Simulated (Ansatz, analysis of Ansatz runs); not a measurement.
# Reproducing a measured hyperfine coupling: N2V- centre in diamond, part 2 of 2

Subject: N2V- centre in diamond. Wanted: its hyperfine coupling, in one set-up (PBE, 64-site cell, PBE lattice, 420 eV, k: the single point 1/4 1/4 1/4 then 2x2x2 shifted 0.5 0.5 0.5, symmetric start). The model is a cell of 64 host atoms with 1 site emptied, N put on another atom's site and N put on another atom's site. The isotropic coupling follows from the spin density at the nucleus, the nuclear g-factor and the total spin. Another start tests whether the structure found is the lowest.

Ansatz 0.2.0; PBE, 64-site cell, PBE lattice, 420 eV, k: the single point 1/4 1/4 1/4 then 2x2x2 shifted 0.5 0.5 0.5, symmetric start.

So far: Starting point; Relaxation, charge −1.

## (3) Contact spin densities

The relaxed structure is kept, and the final numbers are taken at the final level and k-points.

This step: plane-wave PAW DFT, PBE; single point of a defect supercell.

The input, point/input.yaml:

```yaml
crystal:
  lattice:
    - [7.14316351, 0.0, 0.0]
    - [0.0, 7.14316351, 0.0]
    - [0.0, 0.0, 7.14316351]
  atoms:
    - { symbol: C, position: [-0.000800567, -0.001253525, 0.249842475] }
    - { symbol: C, position: [-0.000800567, 0.249842475, -0.001253525] }
    - { symbol: C, position: [0.250199677, -0.001105141, -0.001105141] }
    - { symbol: "N", position: [0.240028992, 0.239901324, 0.239901324] }
    - { symbol: C, position: [0.126453471, 0.126342027, 0.369142352] }
    - { symbol: C, position: [0.126453471, 0.369142352, 0.126342027] }
    - { symbol: C, position: [0.369959279, 0.126073991, 0.126073991] }
    - { symbol: C, position: [0.000165051, 0.000634672, 0.749211496] }
    - { symbol: C, position: [0.002637456, 0.252473162, 0.497388536] }
    - { symbol: C, position: [0.251414368, 0.002540079, 0.49773094] }
    - { symbol: C, position: [0.251294849, 0.252235799, 0.747172333] }
    - { symbol: C, position: [0.125363753, 0.125872641, 0.873385534] }
    - { symbol: C, position: [0.125845759, 0.380825321, 0.624200622] }
    - { symbol: C, position: [0.377299816, 0.129200933, 0.62094118] }
    - { symbol: C, position: [0.375391345, 0.375151082, 0.875074334] }
    - { symbol: C, position: [0.002637456, 0.497388536, 0.252473162] }
    - { symbol: C, position: [0.000165051, 0.749211496, 0.000634672] }
    - { symbol: C, position: [0.251414368, 0.49773094, 0.002540079] }
    - { symbol: C, position: [0.251294849, 0.747172333, 0.252235799] }
    - { symbol: C, position: [0.125845759, 0.624200622, 0.380825321] }
    - { symbol: C, position: [0.125363753, 0.873385534, 0.125872641] }
    - { symbol: C, position: [0.377299816, 0.62094118, 0.129200933] }
    - { symbol: C, position: [0.375391345, 0.875074334, 0.375151082] }
    - { symbol: C, position: [-0.001185987, 0.499939713, 0.751306533] }
    - { symbol: C, position: [-0.001185987, 0.751306533, 0.499939713] }
    - { symbol: "N", position: [0.238988351, 0.510911113, 0.510911113] }
    - { symbol: C, position: [0.250235522, 0.751366433, 0.751366433] }
    - { symbol: C, position: [0.125369012, 0.624347777, 0.876933145] }
    - { symbol: C, position: [0.125369012, 0.876933145, 0.624347777] }
    - { symbol: C, position: [0.369981336, 0.624466359, 0.624466359] }
    - { symbol: C, position: [0.37508163, 0.875315668, 0.875315668] }
    - { symbol: C, position: [0.498476665, 0.001682035, 0.250997513] }
[... 23 lines left out ...]
    - { symbol: C, position: [0.498242897, 0.498612953, 0.747838373] }
    - { symbol: C, position: [0.498242897, 0.747838373, 0.498612953] }
    - { symbol: C, position: [0.749444389, 0.499816281, 0.499816281] }
    - { symbol: C, position: [0.749128969, 0.74971206, 0.74971206] }
    - { symbol: C, position: [0.624251499, 0.624770867, 0.874479734] }
    - { symbol: C, position: [0.624251499, 0.874479734, 0.624770867] }
    - { symbol: C, position: [0.874330812, 0.625311591, 0.625311591] }
    - { symbol: C, position: [0.874892279, 0.875077353, 0.875077353] }
total_charge: -1
basis:
  ecutwfc: 420
  xc_grid: 2
hamiltonian:
  xc: pbe
kpoints:
  mp_grid: { grid: [2, 2, 2], shift: [0.5, 0.5, 0.5] }
magnetization:
  spin_polarized: true
  initial_magnetization: 1
  spin_locking: { lock_magnetization: hard }
scf:
  occupations: { method: fermi_dirac, width: 0.01 }
  max_iter: 120
output:
  forces: true
  efg: {}
  eigenvalues: true
checkpoint:
  read: "../relax.run"
```

Run with:

```bash
ansatz run input.yaml --threads 2 --pin off --max-ram 3768MiB --backend cpu --events-out ev --progress --plain --runs-dir out
```

Numbers of over 12 decimals in the logs are rounded to 6 here.

What it wrote:

```text
[...]
Crystal: 63 atoms, lattice volume = 364.478 Å³
Basis set: ecut = 420 eV, 7123 PW (Γ), exchange–correlation on 96×96×96 points (8 copies of the dense FFT grid, shifted against one another)
Bands: 191, of which v1, the nominal top of the filled ones, is band 128 counted from 1 (127 counted from 0)
Symmetry: 2 space group operations
[...]
k-points: 3 of 8 (time reversal used)
[...]
Starting moments: Σ|m| = 1 μB on 63 of 63 sites; this step starts from the density that it was given
[...]
iter 1 solved again at ethr=7.21e-6 eV; its pass at ethr=3.10e-3 eV (dr2=1.84e-2 eV) is discarded
[...]
SCF iter   7: F=-16046.927605 eV  HF=-16046.927605 eV  |F-HF|=1.02e-10  |Δ(HF+E_count)|=   1.64e-8  Δρ=5.78e-7 (↑5.54e-7 ↓5.78e-7)  dr2=3.16e-9  dr2_m=1.05e-10  M=1.000 μB ∫|m|=1.129 μB  ethr=1.69e-11  ⟨swp⟩=3.0  Hψ=2414  notcnv=0
[...]
atom  13  C  V_zz =    +1.621571   η = 0.1029   by run symmetry: allowed
[...]
atom  16  C  V_zz =    -0.396881   η = 0.3518   by run symmetry: allowed
[...]
atom  20  C  V_zz =    +1.621571   η = 0.1029   by run symmetry: allowed
[...]
atom  26  N  V_zz =   -14.184080   η = 0.0026   by run symmetry: allowed
[...]
atom  41  C  V_zz =    -3.361427   η = 0.0793   by run symmetry: allowed
[...]
atom  48  C  V_zz =    -3.361427   η = 0.0793   by run symmetry: allowed
[...]
--- Band table (eV; the first three rows and the last of 6) ---
[...]
[... further k-points left out ...]
[key lines of the parts left out:]
SCF converged after 7 iterations
Magnetization: 1.0000 μB (128.0000 up, 127.0000 down)
Free energy (F): -16046.927605 eV
Fermi energy:    15.414269 (↑ 16.414810, ↓ 15.148123) eV
```

Elapsed: 25 s, on 2 threads of Intel Xeon 6975P-C (Granite Rapids), shared host; peak memory 1.1 GiB; 49 s of CPU time.

Numbers from this step:

```
free energy                           : -16046.9276 eV
total moment                          : 1 μB
integral of the absolute spin density : 1.130 μB
spin contamination                    : 0.004424
```

The largest moments in the atoms' spheres: C48 0.18, C41 0.18, C40 0.02, C49 0.02, C50 0.01, C42 0.01 μB.

Contact couplings A = (2/3) μ0 ge μB gN μN ρs / (2S h), for each element's most abundant magnetic isotope:

```
atom  isotope  distance from the centre (Å)  contact spin density (e/Å³)  A (MHz)
 C41      13C                          1.63                         1.13    187.8
 C48      13C                          1.63                         1.13    187.8
 C40      13C                          3.89                        0.160     26.6
 C49      13C                          3.89                        0.160     26.6
 C42      13C                          3.90                        0.116     19.3
 C50      13C                          3.90                        0.116     19.3
 C43      13C                          3.90                        0.116     19.3
 C51      13C                          3.90                        0.116     19.3
 C31      13C                          5.05                       0.0687     11.4
 C36      13C                          2.52                      -0.0672    -11.2
```

## (4) Outcome

| Item | Value |
| --- | --- |
| 15N, isotropic | 3.0 MHz |
| 13C, the two neighbours of the vacancy, isotropic | 187.8 MHz |
| integral of the absolute spin density | 1.13 μB |
| time of the whole chain | 53 s on 2 threads |

What this shows: 15N, isotropic: computed 3.0 MHz, measured 4.02 MHz; 1.0 MHz (26 %) below the measurement. 13C, the two neighbours of the vacancy, isotropic: computed 187.8 MHz, measured 240.7 MHz; 52.9 MHz (22 %) below the measurement. Only the isotropic (Fermi contact) part is computed, with core polarisation; no vibrational averaging. Limits: the periodic copies of the defect are only 7.1 Å apart.

[Logs are printed without paths, hosts, clocks, repeated set-up lines and the standing remarks that a program may print on its own settings, such as how far it seeks lower states.]

[Hosts, paths, dates, database ids (printed as entryN), source tags and the programs' standing remarks are cut or masked in the printed files.]

[For some hosts the program warned that the k-mesh of the response run may be too coarse for force constants and the static dielectric constant; such warnings are not shown here.]
